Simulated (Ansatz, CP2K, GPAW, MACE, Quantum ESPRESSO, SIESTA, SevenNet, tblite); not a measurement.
## Atom list for Liquid K2CO3 at 1100 K (108 atoms)

The starting structure: 36 K+, 18 CO3 2- placed at random, at 1.93 g/cm³; overlaps pushed apart, then 10 ps at 1500 K with harmonic planar carbonate ions with charges +1 on C and -1 on O; Joung-Cheatham ions (J. Phys. Chem. B 112, 9020 (2008)); charges of ions scaled by 0.8. Snapshot after 20 ps at 1100 K and fixed volume. The starting density is a measured one. Then every atom was moved at random, 0.03 Å r.m.s. a Cartesian component.

This is the built cell with every atom moved at random. Method: Kohn-Sham DFT, PBE, PAW, atomic orbitals (dzp); LCAO dzp; h 0.18 Å; other mixer settings; levels smeared at 580 K (GPAW 26.7.0); Γ point; density 1.93 g/cm³.

Cell vectors (Å):

```
12.892 0.000 0.000
0.000 12.892 0.000
0.000 0.000 12.892
```

Positions (Å):

```
1 C 3.220 5.009 8.643
2 O 2.069 4.851 9.196
3 O 4.051 4.136 8.580
4 O 3.550 6.297 8.478
5 C 11.738 7.703 12.680
6 O 11.717 8.784 0.197
7 O 10.855 7.284 11.937
8 O 12.797 6.978 0.159
9 C 10.869 2.085 2.470
10 O 11.416 3.178 2.266
11 O 9.858 1.937 1.942
12 O 11.193 1.135 3.490
13 C 10.160 1.332 8.003
14 O 8.951 1.692 8.066
15 O 10.632 0.424 8.734
16 O 10.981 2.064 7.315
17 C 12.790 0.769 11.480
18 O 0.034 2.033 11.373
19 O 11.767 0.353 11.737
20 O 0.979 0.225 11.738
21 C 3.850 12.329 8.262
22 O 3.302 11.274 8.195
23 O 5.243 12.341 8.019
24 O 3.316 0.384 8.756
25 C 3.240 12.332 3.383
26 O 2.811 0.002 2.342
27 O 2.510 11.430 3.765
28 O 4.331 12.729 3.773
29 C 8.202 4.947 11.200
30 O 7.760 6.108 10.938
31 O 9.395 4.672 11.665
32 O 7.420 3.902 10.753
33 C 2.887 4.230 12.886
34 O 3.005 3.038 0.254
35 O 2.328 5.043 0.970
36 O 3.290 4.839 11.944
37 C 7.225 12.747 12.593
38 O 7.905 11.836 12.078
39 O 6.620 0.446 11.739
40 O 7.122 0.084 0.965
41 C 2.897 3.818 5.175
42 O 2.476 2.813 5.628
43 O 4.111 4.099 5.435
44 O 2.161 4.673 4.799
45 C 6.803 4.387 3.763
46 O 7.343 5.414 3.258
47 O 7.070 3.978 4.912
48 O 6.054 3.700 3.050
49 C 8.918 10.598 3.800
50 O 8.548 9.614 3.050
51 O 8.082 11.381 4.020
52 O 10.265 10.621 3.901
53 C 7.688 9.111 8.136
54 O 6.871 9.841 7.644
55 O 8.584 9.554 8.987
56 O 7.750 7.799 7.914
57 C 3.914 8.412 4.260
58 O 4.513 8.825 3.277
59 O 4.406 8.170 5.454
60 O 2.770 8.062 4.161
61 C 4.429 9.139 12.435
62 O 4.636 10.321 12.886
63 O 3.266 8.864 12.069
64 O 5.538 8.583 11.919
65 C 0.224 9.256 9.031
66 O 12.505 10.225 8.637
67 O 1.027 8.601 8.323
68 O 12.813 8.785 10.146
69 C 11.354 5.860 5.618
70 O 11.966 6.445 4.827
71 O 10.328 6.322 6.148
72 O 11.794 4.771 5.814
73 K 7.041 1.256 3.578
74 K 0.269 0.578 1.788
75 K 5.889 2.959 12.485
76 K 5.771 5.996 6.834
77 K 9.389 3.668 6.033
78 K 5.230 6.073 11.215
79 K 2.281 9.432 1.594
80 K 7.982 8.393 11.822
81 K 4.160 5.898 2.966
82 K 9.950 7.147 9.187
83 K 1.750 6.814 6.252
84 K 0.963 6.503 2.587
85 K 5.477 10.707 5.127
86 K 11.199 8.921 6.692
87 K 5.547 11.150 10.550
88 K 1.963 6.825 10.849
89 K 12.856 4.004 7.898
90 K 3.880 0.186 12.560
91 K 5.250 2.415 6.891
92 K 6.050 10.644 1.909
93 K 12.713 2.835 4.813
94 K 12.362 4.285 12.838
95 K 7.663 12.324 9.388
96 K 1.346 10.601 5.907
97 K 10.840 10.345 10.918
98 K 4.516 8.792 8.207
99 K 9.608 12.306 1.289
100 K 0.429 12.702 9.041
101 K 9.440 12.420 6.119
102 K 10.565 2.526 10.403
103 K 11.028 7.996 3.014
104 K 0.977 10.306 11.789
105 K 6.922 7.564 4.939
106 K 3.531 2.450 2.613
107 K 9.438 4.937 1.387
108 K 2.870 2.384 10.285
```

Predict the forces.

Columns: atom, fx, fy, fz (forces in eV/Å).

```
1 -1.656 4.926 2.024
2 -3.134 -1.415 -0.040
3 4.297 -4.649 -1.009
4 0.822 1.130 -0.978
5 3.381 -8.542 -1.753
6 -0.363 14.212 5.475
7 -3.973 -2.749 -3.437
8 0.841 -1.863 0.503
9 4.917 -2.071 7.734
10 5.675 4.687 0.219
11 -12.110 -3.295 -6.437
12 0.920 1.320 -1.475
13 1.174 1.925 -0.026
14 -3.644 0.082 -0.470
15 0.925 -3.579 1.662
16 1.913 0.871 -1.486
17 8.281 7.306 0.953
18 0.299 5.660 -2.560
19 -14.721 -7.834 2.273
20 6.653 -5.600 0.273
21 8.832 0.549 -1.036
22 -4.506 -8.902 -1.601
23 -1.022 0.631 -0.229
24 -3.521 7.644 3.078
25 -0.597 1.153 -2.544
26 -2.248 3.219 -6.034
27 -2.975 -5.720 4.197
28 5.988 0.969 3.487
29 -0.664 -4.078 -2.256
30 0.076 2.249 0.311
31 0.360 0.084 0.468
32 0.965 1.195 1.095
33 -3.172 3.883 6.785
34 0.880 -6.283 -0.045
35 -0.168 -0.896 0.456
36 2.889 2.209 -6.899
37 1.069 -1.390 3.451
38 4.714 -5.729 -0.235
39 -6.513 6.334 -5.188
40 -0.319 0.448 1.876
41 5.768 1.990 2.473
42 -4.346 -11.056 3.181
43 4.784 1.778 -0.871
44 -6.676 7.980 -5.474
45 0.691 -0.043 -0.656
46 1.738 4.121 -1.011
47 1.355 -1.128 4.926
48 -3.761 -3.106 -3.833
49 7.701 -7.353 -4.723
50 -1.189 -3.824 -1.547
51 -7.001 9.266 4.473
52 0.201 1.232 2.341
53 4.049 -4.932 2.348
54 -4.480 4.172 -3.186
55 1.603 1.234 1.490
56 -0.815 -0.342 -0.984
57 2.239 -0.758 4.087
58 4.481 2.313 -4.229
59 2.472 0.613 1.629
60 -9.847 -2.139 -1.795
61 3.597 1.539 -3.446
62 -0.481 2.670 2.076
63 -3.372 -2.465 -0.324
64 -1.076 -1.107 0.645
65 1.707 -4.173 0.594
66 -3.802 7.470 -3.490
67 2.898 -1.578 -3.534
68 -0.967 -1.971 4.827
69 -4.535 -0.749 3.696
70 7.543 10.489 -10.645
71 -4.840 2.250 3.260
72 1.892 -9.935 3.948
73 -0.021 -0.012 -0.434
74 0.402 -0.030 -0.269
75 0.334 -0.149 0.340
76 -0.803 -1.359 0.997
77 -0.262 0.212 0.060
78 0.354 0.123 -0.875
79 0.418 0.287 0.804
80 0.764 0.485 0.212
81 0.262 -0.562 0.115
82 -0.124 -0.616 0.513
83 0.323 -0.294 0.508
84 0.082 -0.864 0.312
85 -0.043 0.539 0.843
86 -0.444 -0.143 -0.263
87 -0.697 -0.753 0.078
88 -0.675 0.297 -0.054
89 0.502 -0.366 0.419
90 -0.513 -0.126 0.687
91 -0.241 -0.492 0.347
92 0.809 0.069 0.638
93 0.681 -0.668 -0.497
94 0.471 0.069 -0.154
95 1.240 0.955 -0.858
96 0.539 0.060 0.395
97 -0.700 0.298 -0.201
98 -0.644 -0.044 -0.055
99 0.356 -0.239 0.333
100 0.249 0.143 -0.696
101 0.297 -0.012 -0.301
102 -1.046 0.073 0.382
103 -0.902 0.833 -0.450
104 0.323 0.194 0.139
105 1.413 0.689 -1.069
106 0.199 0.291 1.153
107 -0.478 -0.304 0.225
108 -0.509 0.677 -0.039
```

The network of bonds at the start is that of the classical potential that made the cell, and needn't be the one that DFT or experiment would give. Only the Γ point is sampled, in a cell whose shortest periodic width is 13 Å.

The r.m.s. force component is 3.49 eV/Å; the longest force, 16.8 eV/Å, acts on O19.

[Logs are printed without paths, hosts, clocks, repeated set-up lines and the standing remarks that a program may print on its own settings, such as how far it seeks lower states.]

[Hosts, paths, dates, database ids (printed as entryN), source tags and the programs' standing remarks are cut or masked in the printed files.]
